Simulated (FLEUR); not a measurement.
**Collinear magnetic orders of Fe with FLEUR**

Wanted: the moments of Fe and the energy of each order that was tried.

Method: PBEsol; all-electron FLAPW, Dirac cores, scalar-relativistic bands, in FLEUR MaX-R8.1.

The database entry behind the starting cell differs from later determinations by our own check (about 0.2 % short), so it need not match the best structure at ambient conditions.

## Step 1: The starting structure

The structure is cubic, space group Im-3m (No. 229). Conventional cell: a = 2.860 Å, b = 2.860 Å, c = 2.860 Å, α = 90.00°, β = 90.00°, γ = 90.00°. Nearest to Fe lie 8 Fe at 2.48 Å.

Coordinates:

```xyz
1
Lattice="-1.4302 1.4302 1.4302 1.4302 -1.4302 1.4302 1.4302 1.4302 -1.4302" Properties=species:S:1:pos:R:3 pbc="T T T"
Fe    0.0000    0.0000    0.0000
```

## Step 2: Start 1: ferro +

The parallel start is the test of whether parallel moments hold.

inpgen writes inp.xml from crystal.txt; cutoffs, mixing, functional, smearing and local orbitals are then set in the file. The k list default-1 (kpts.xml, not shown) is a Γ-centred 18×18×18 mesh; where the ranks do not divide the number of points, some are split in two of half the weight.

inp.xml

```
<?xml version="1.0" encoding="UTF-8" standalone="no"?>
<fleurInput fleurInputVersion="0.39">
   <comment>
      Fe
   </comment>
   <calculationSetup>
      <cutoffs Kmax="3.6" Gmax="10.8" GmaxXC="10.8" numbands="0"/>
      <scfLoop itmax="90" minDistance="0.00002" maxIterBroyd="15" imix="Anderson" alpha="0.05" precondParam="0.0" spinf="2.0" sdNocoIR="T"/>
      <coreElectrons ctail="T" frcor="F" kcrel="1" coretail_lmax="0"/>
      <xcFunctional name="PBEs" relativisticCorrections="F"/>
      <magnetism jspins="2"/>
      <soc l_soc="F" theta="0.0" phi="0.0" spav="F"/>
      <expertModes spex="0" secvar="F"/>
      <geometryOptimization l_f="F" forcealpha="1.0" forcemix="BFGS" epsdisp="0.00001" epsforce="0.00001"/>
      <ldaU l_linMix="F" mixParam="0.05" spinf="1.0"/>
   </calculationSetup>
   <cell>
      <bzIntegration valenceElectrons="16.0" mode="hist" fermiSmearingEnergy="0.00183747">
         <kPointListSelection listName="default-1"/>
         <xi:include xmlns:xi="http://www.w3.org/2001/XInclude" href="kpts.xml"> </xi:include>
      </bzIntegration>
      <xi:include xmlns:xi="http://www.w3.org/2001/XInclude" href="sym.xml"> </xi:include>
      <bulkLattice scale="1.0">
         <bravaisMatrix>
            <row-1>   -2.7027618924479038     2.7027618924479038     2.7027618924479038</row-1>
            <row-2>    2.7027618924479038    -2.7027618924479038     2.7027618924479038</row-2>
            <row-3>    2.7027618924479038     2.7027618924479038    -2.7027618924479038</row-3>
         </bravaisMatrix>
      </bulkLattice>
   </cell>
   <atomSpecies>
      <species name="Iron (Fe) 2.800" element="Fe" atomicNumber="26">
         <mtSphere radius="2.28" gridPoints="753" logIncrement="0.016"/>
         <atomicCutoffs lmax="8" lnonsphr="6"/>
         <electronConfig flipSpins="F">
            <coreConfig>(1s1/2) (2s1/2) (2p1/2) (2p3/2)</coreConfig>
            <valenceConfig>(3s1/2) (3p1/2) (3p3/2) (4s1/2) (3d3/2) (3d5/2)</valenceConfig>
            <stateOccupation state="(3d3/2)" spinUp="1.4" spinDown="1.0"/>
            <stateOccupation state="(3d5/2)" spinUp="3.0" spinDown="0.6"/>
         </electronConfig>
         <energyParameters s="4" p="4" d="3" f="4"/>
         <lo type="SCLO" l="0" n="3" eDeriv="0"/>
         <lo type="SCLO" l="1" n="3" eDeriv="0"/>
      </species>
   </atomSpecies>
   <atomGroups>
      <atomGroup species="Iron (Fe) 2.800">
         <relPos label="                   1">.0000000000 .0000000000 .0000000000</relPos>
         <force calculate="T" relaxXYZ="TTT"/>
      </atomGroup>
   </atomGroups>
   <output dos="F" band="F" slice="F">
      <bandDOS minEnergy="-.5*Htr" maxEnergy="0.5*Htr" sigma="0.015" storeEVData="T"/>
      <plotting iplot="0" polar="F">
         <plot TwoD="T" vec1="  1.0  0.0  0.0" vec2="  0.0  1.0  0.0" vec3="  0.0  0.0  1.0" zero="  0.0  0.0  0.0" file="plot"/>
      </plotting>
      <moessbauerParams electricFieldGradient="F" isomerShift="T" coreHyperfine="T" valenceHyperfine="T"/>
   </output>
</fleurInput>
```

crystal.txt

```
Fe
&input film=F cartesian=F /
-1.43024000000  1.43024000000  1.43024000000
1.43024000000  -1.43024000000  1.43024000000
1.43024000000  1.43024000000  -1.43024000000
1.8897261246
1.0 1.0 1.0

1
26 0.00000000000  0.00000000000  0.00000000000 : 2.800

&kpt div1=18 div2=18 div3=18 gamma=T /
```

Launch:

```bash
> OMP_NUM_THREADS=1 inpgen -f crystal.txt > inpgen.log  # inp.xml is then edited as shown
> OMP_NUM_THREADS=1 mpirun -n 4 fleur_MPI > fleur.log
```

The program printed:

```text
Welcome to FLEUR        (www.flapw.de)
      MaX-Release 8.1          (www.max-centre.eu)

 ========== k-point set info ==========
 Selected k-point list: default-1
 k-point list type: mesh
 0 x 0 x 0
 Number of k points: 196

 ------------Calculation Setup---------------------------
 Number of MPI-tasks      :            4
 Number of PE/node        :            4
 Number of OMP-threads    :            1
 k-points in parallel     :            4
 pe's per k-point         :            1
 No of k-point loops      :           49
 Eigenvalue solver        :       lapack
 Number of basis functions:           74
 Approximate size of matrices (H+S) per k-point:         0.000 GB
 --------------------------------------------------------
 [... lines of the core solver left out ...]
 Iteration:     1   Distance:      12.49163022 me/bohr^3
 [... lines of the core solver left out ...]
 Iteration:     2   Distance:      10.92595203 me/bohr^3
 [... lines of the core solver left out ...]
 Iteration:     3   Distance:       6.69431560 me/bohr^3
 [... lines of the core solver left out ...]
 Iteration:     4   Distance:       6.11416003 me/bohr^3
 [... lines of the core solver left out ...]
 Iteration:     5   Distance:       2.73540040 me/bohr^3
 [... lines of the core solver left out ...]
 Iteration:     6   Distance:       2.56797832 me/bohr^3
 [... lines of the core solver left out ...]
 Iteration:     7   Distance:       1.59796863 me/bohr^3
 [... lines of the core solver left out ...]
 Iteration:     8   Distance:       1.27476725 me/bohr^3
 [... lines of the core solver left out ...]
 Iteration:     9   Distance:       0.06827631 me/bohr^3
 [... lines of the core solver left out ...]
 Iteration:    10   Distance:       0.08460480 me/bohr^3
 [... lines of the core solver left out ...]
 Iteration:    11   Distance:       0.01285126 me/bohr^3
 [... lines of the core solver left out ...]
 Iteration:    12   Distance:       0.01237495 me/bohr^3
 [... lines of the core solver left out ...]
 Iteration:    13   Distance:       0.00184333 me/bohr^3
 [... lines of the core solver left out ...]
[... rest left out ...]

--- out.xml (last complete iteration) ---
<iteration numberForCurrentRun="   19" overallNumber="   19">
         <energyParameters units="Htr">
            <atomicEP atomType="1" spin="1" branch="4s" branchLowest="-2.87" branchHighest="1.91" value="0.1964603172"/>
            <atomicEP atomType="1" spin="1" branch="4p" branchLowest="-1.62" branchHighest="2.49" value="0.3287145743"/>
            <atomicEP atomType="1" spin="1" branch="3d" branchLowest="-9.99" branchHighest="0.40" value="0.2645824735"/>
            <atomicEP atomType="1" spin="1" branch="4f" branchLowest="-9.99" branchHighest="3.54" value="0.6415569060"/>
            <loAtomicEP atomType="1" spin="1" branch="3s" branchLowest="-29.50" branchHighest="-2.87" value="-2.8811724466"/>
            <loAtomicEP atomType="1" spin="1" branch="3p" branchLowest="-25.05" branchHighest="-1.62" value="-1.6385039652"/>
            <atomicEP atomType="1" spin="2" branch="4s" branchLowest="-2.78" branchHighest="1.98" value="0.1960505654"/>
            <atomicEP atomType="1" spin="2" branch="4p" branchLowest="-1.52" branchHighest="2.55" value="0.3233831046"/>
            <atomicEP atomType="1" spin="2" branch="3d" branchLowest="-9.99" branchHighest="0.49" value="0.3306295325"/>
            <atomicEP atomType="1" spin="2" branch="4f" branchLowest="-9.99" branchHighest="3.61" value="0.6325335933"/>
            <loAtomicEP atomType="1" spin="2" branch="3s" branchLowest="-29.46" branchHighest="-2.78" value="-2.7848703348"/>
            <loAtomicEP atomType="1" spin="2" branch="3p" branchLowest="-25.02" branchHighest="-1.52" value="-1.5446387757"/>
         </energyParameters>
         <bandgap value="0.0018668074" units="eV"/>
         <sumValenceSingleParticleEnergies value="-13.1179147703" units="Htr"/>
         <FermiEnergy value="0.3419222382" units="Htr"/>
         <valenceDensity>
            <mtCharges spin="1">
               <mtCharge atomType="1" total="8.5525253" s="1.1884135" p="3.1662356" d="4.1794368" f="0.0139650"/>
            </mtCharges>
            <mtCharges spin="2">
               <mtCharge atomType="1" total="6.2962480" s="1.1950145" p="3.2023437" d="1.8861195" f="0.0102394"/>
            </mtCharges>
            <spinDependentCharge spin="1" total="9.1030220" interstitial="0.5504967" mtSpheres="8.5525253"/>
            <spinDependentCharge spin="2" total="6.8969780" interstitial="0.6007300" mtSpheres="6.2962480"/>
            <totalCharge value="16.0000000000"/>
         </valenceDensity>
         <allElectronCharges>
            <spinDependentCharge spin="1" total="14.1030268" interstitial="0.5504967" mtSpheres="13.5525301"/>
            <spinDependentCharge spin="2" total="11.8969732" interstitial="0.6007300" mtSpheres="11.2962432"/>
            <totalCharge value="26.0000000002"/>
         </allElectronCharges>
         <magneticMomentsInMTSpheres units="muBohr">
            <globalMagMoment atomType="1" vec="0.00000   0.00000   2.25629"/>
            <localMagMoment atomType="1" vec="0.00000   0.00000   2.25629"/>
         </magneticMomentsInMTSpheres>
         <moessbauerParams unitsHFF="kG" unitsIS="e/bohr^3" unitsEFG="Htr/bohr^2">
            <coreHyperfineField atomType="1" hffTotal="-583.57070" isTotal="14927.96516">
               <shell n="1" l="0" hff="-9.32093" isomerShift="13641.29924"/>
               <shell n="2" l="0" hff="-575.88296" isomerShift="1279.66203"/>
               <shell n="2" l="1" hff="1.63319" isomerShift="7.00389"/>
            </coreHyperfineField>
            <isomerShift atomType="1" nucleusRadius="0.0000903" averageDensity="15120.36880"/>
         </moessbauerParams>
         <totalEnergy value="    -1271.6389311683" units="Htr">
            <sumOfEigenvalues value="     -734.8663754449">
               <coreElectrons value="-721.7484606747"/>
               <valenceElectrons value="-13.1179147703"/>
            </sumOfEigenvalues>
            <densityCoulombPotentialIntegral value="-1951.9884228230"/>
            <densityEffectivePotentialIntegral value="-2023.6870578337"/>
            <chargeDenXCDenIntegral value="-54.7423136969"/>
            <FockExchangeEnergyValence value="0.0000000000"/>
            <FockExchangeEnergyCore value="0.0000000000"/>
            <atomTypeDependentContributions atomType="1">
               <electronNucleiInteractionDifferentMTs value="1518.9346218784"/>
               <MadelungTerm value="-10.7884665703"/>
            </atomTypeDependentContributions>
            <tkbTimesEntropy value="0.0002970605"/>
            <freeEnergy value="-1271.6392282288"/>
            <extrapolationTo0K value="-1271.6390796986"/>
         </totalEnergy>
         <densityConvergence units="me/bohr^3">
            <chargeDensity spin="1" distance="0.0000039478"/>
            <chargeDensity spin="2" distance="0.0000027444"/>
            <overallChargeDensity distance="0.0000048556"/>
            <spinDensity distance="0.0000047599"/>
         </densityConvergence>
      </iteration>
```

The job ended after 8.3 s (4 MPI ranks of Arm Neoverse V2, shared host; peak memory 0.18 GiB; 33 s of CPU time).

This step gave:

```
free energy                                                       : -34603.0662 eV
program's band gap on this mesh (in a metal only a level spacing) : 0.001867 eV
magnetization                                                     : 2.206 μB
final state                                                       : ferromagnetic
largest moment                                                    : 2.256 μB
```

After 19 cycles the largest moment stands at 2.26 μB.

## Step 3: Run 2 (antiferro q=(1/2,1/2,1/2) +-)

Reversing part of the moments tests the sign of the couplings between them.

The cell is doubled to 2 atoms to hold this order. The mesh is halved along the doubled vector, so that both cells sample the same points. The k list default-1 (kpts.xml, not shown) is a Γ-centred 9×18×18 mesh.

Changes to inp.xml since step 2:

```diff
@@ -17,3 +17,3 @@
    <cell>
-      <bzIntegration valenceElectrons="16.0" mode="hist" fermiSmearingEnergy="0.00183747">
+      <bzIntegration valenceElectrons="32.0" mode="hist" fermiSmearingEnergy="0.00183747">
          <kPointListSelection listName="default-1"/>
@@ -24,5 +24,5 @@
          <bravaisMatrix>
-            <row-1>   -2.7027618924479038     2.7027618924479038     2.7027618924479038</row-1>
-            <row-2>    2.7027618924479038    -2.7027618924479038     2.7027618924479038</row-2>
-            <row-3>    2.7027618924479038     2.7027618924479038    -2.7027618924479038</row-3>
+            <row-1>   -5.4055237848958075     5.4055237848958075     5.4055237848958075</row-1>
+            <row-2>    0.0000000000000000     0.0000000000000000     5.4055237848958075</row-2>
+            <row-3>    0.0000000000000000     5.4055237848958075     0.0000000000000000</row-3>
          </bravaisMatrix>
@@ -44,2 +44,15 @@
       </species>
+      <species name="Iron (Fe) -2.800" element="Fe" atomicNumber="26">
+         <mtSphere radius="2.28" gridPoints="753" logIncrement="0.016"/>
+         <atomicCutoffs lmax="8" lnonsphr="6"/>
+         <electronConfig flipSpins="F">
+            <coreConfig>(1s1/2) (2s1/2) (2p1/2) (2p3/2)</coreConfig>
+            <valenceConfig>(3s1/2) (3p1/2) (3p3/2) (4s1/2) (3d3/2) (3d5/2)</valenceConfig>
+            <stateOccupation state="(3d3/2)" spinUp="1.0" spinDown="1.4"/>
+            <stateOccupation state="(3d5/2)" spinUp="0.6" spinDown="3.0"/>
+         </electronConfig>
+         <energyParameters s="4" p="4" d="3" f="4"/>
+         <lo type="SCLO" l="0" n="3" eDeriv="0"/>
+         <lo type="SCLO" l="1" n="3" eDeriv="0"/>
+      </species>
    </atomSpecies>
@@ -48,2 +61,6 @@
          <relPos label="                   1">.0000000000 .0000000000 .0000000000</relPos>
+         <force calculate="T" relaxXYZ="TTT"/>
+      </atomGroup>
+      <atomGroup species="Iron (Fe) -2.800">
+         <relPos label="                   2">1.000/2.000 .0000000000 .0000000000</relPos>
          <force calculate="T" relaxXYZ="TTT"/>
```

crystal.txt

```
Fe
&input film=F cartesian=F /
-2.86048000000  2.86048000000  2.86048000000
0.00000000000  0.00000000000  2.86048000000
0.00000000000  2.86048000000  0.00000000000
1.8897261246
1.0 1.0 1.0

2
26 0.00000000000  0.00000000000  0.00000000000 : 2.800
26 0.50000000000  0.00000000000  0.00000000000 : -2.800

&kpt div1=9 div2=18 div3=18 gamma=T /
```

The program printed:

```text
[banner, memory and clock lines left out]
Welcome to FLEUR        (www.flapw.de)
      MaX-Release 8.1          (www.max-centre.eu)

 ========== k-point set info ==========
 Selected k-point list: default-1
 k-point list type: mesh
 0 x 0 x 0
 Number of k points: 292

 ------------Calculation Setup---------------------------
 Number of PE/node        :            4
 Number of OMP-threads    :            1
 k-points in parallel     :            4
 pe's per k-point         :            1
 No of k-point loops      :           73
 Eigenvalue solver        :       lapack
 Number of basis functions:          148
 Approximate size of matrices (H+S) per k-point:         0.000 GB
 [... lines of the core solver left out ...]
 Iteration:     1   Distance:      14.61963153 me/bohr^3
 [... lines of the core solver left out ...]
 Iteration:     2   Distance:      13.82589137 me/bohr^3
 [... lines of the core solver left out ...]
 Iteration:     3   Distance:      10.02699689 me/bohr^3
 [... lines of the core solver left out ...]
 Iteration:     4   Distance:      10.68098993 me/bohr^3
 [... lines of the core solver left out ...]
 Iteration:     5   Distance:       7.01630567 me/bohr^3
 [... lines of the core solver left out ...]
 Iteration:     6   Distance:      10.04676347 me/bohr^3
 [... lines of the core solver left out ...]
 Iteration:     7   Distance:       2.82053275 me/bohr^3
 [... lines of the core solver left out ...]
[... rest left out ...]

--- out.xml (last complete iteration) ---
<iteration numberForCurrentRun="   26" overallNumber="   26">
         [... left out ...]
         <bandgap value="0.0002601648" units="eV"/>
         <sumValenceSingleParticleEnergies value="-26.2630400064" units="Htr"/>
         <FermiEnergy value="0.3521702846" units="Htr"/>
         <valenceDensity>
            <mtCharges spin="1">
               <mtCharge atomType="1" total="8.2577439" s="1.2044786" p="3.1947961" d="3.8431791" f="0.0122022"/>
               <mtCharge atomType="2" total="6.5945120" s="1.1831839" p="3.1738792" d="2.2199162" f="0.0134217"/>
            </mtCharges>
            <mtCharges spin="2">
               <mtCharge atomType="1" total="6.5945116" s="1.1831839" p="3.1738792" d="2.2199158" f="0.0134217"/>
               <mtCharge atomType="2" total="8.2577435" s="1.2044786" p="3.1947961" d="3.8431787" f="0.0122022"/>
            </mtCharges>
            <spinDependentCharge spin="1" total="16.0000004" interstitial="1.1477445" mtSpheres="14.8522559"/>
            <spinDependentCharge spin="2" total="15.9999996" interstitial="1.1477445" mtSpheres="14.8522551"/>
            <totalCharge value="32.0000000000"/>
         </valenceDensity>
         [... left out ...]
         <magneticMomentsInMTSpheres units="muBohr">
            <globalMagMoment atomType="1" vec="0.00000   0.00000   1.66324"/>
            <localMagMoment atomType="1" vec="0.00000   0.00000   1.66324"/>
            <globalMagMoment atomType="2" vec="0.00000   0.00000  -1.66324"/>
            <localMagMoment atomType="2" vec="0.00000   0.00000  -1.66324"/>
         </magneticMomentsInMTSpheres>
         [... left out ...]
         <totalEnergy value="    -2543.2440679168" units="Htr">
            <sumOfEigenvalues value="    -1469.8844307663">
               <coreElectrons value="-1443.6213907599"/>
               <valenceElectrons value="-26.2630400064"/>
            </sumOfEigenvalues>
            <densityCoulombPotentialIntegral value="-3904.1171130793"/>
            <densityEffectivePotentialIntegral value="-4047.4266415658"/>
            <chargeDenXCDenIntegral value="-109.4188429470"/>
            <FockExchangeEnergyValence value="0.0000000000"/>
            <FockExchangeEnergyCore value="0.0000000000"/>
         [... left out ...]
            <tkbTimesEntropy value="0.0017169018"/>
            <freeEnergy value="-2543.2457848186"/>
            <extrapolationTo0K value="-2543.2449263677"/>
         </totalEnergy>
         <densityConvergence units="me/bohr^3">
            <chargeDensity spin="1" distance="0.0000036136"/>
            <chargeDensity spin="2" distance="0.0000040174"/>
            <overallChargeDensity distance="0.0000034518"/>
            <spinDensity distance="0.0000068176"/>
         </densityConvergence>
      </iteration>
```

The job ended after 47 s (4 MPI ranks; peak memory 0.23 GiB; 3.1 min of CPU time).

Numbers from this step:

```
free energy                                                       : -69205.2434 eV
program's band gap on this mesh (in a metal only a level spacing) : 2.60e-4 eV
magnetization                                                     : 0 μB
final state                                                       : antiferromagnetic
largest moment                                                    : 1.663 μB
```

It lies 445 meV a seeded atom over the first start, and its largest moment is 1.66 μB against 2.26 μB.

(Part 1 of 2 ends here.)

[Logs and program files are shortened in this print: banners, set-up blocks, solver, clock and traceback lines can be left out without a mark of their own.]

[Logs are printed without paths, hosts, clocks, repeated set-up lines and the standing remarks that a program may print on its own settings, such as how far it seeks lower states.]

[Hosts, paths, dates, database ids (printed as entryN), source tags and the programs' standing remarks are cut or masked in the printed files.]

[Where a cell is said to come from a database of computed structures, the database is the Materials Project.]
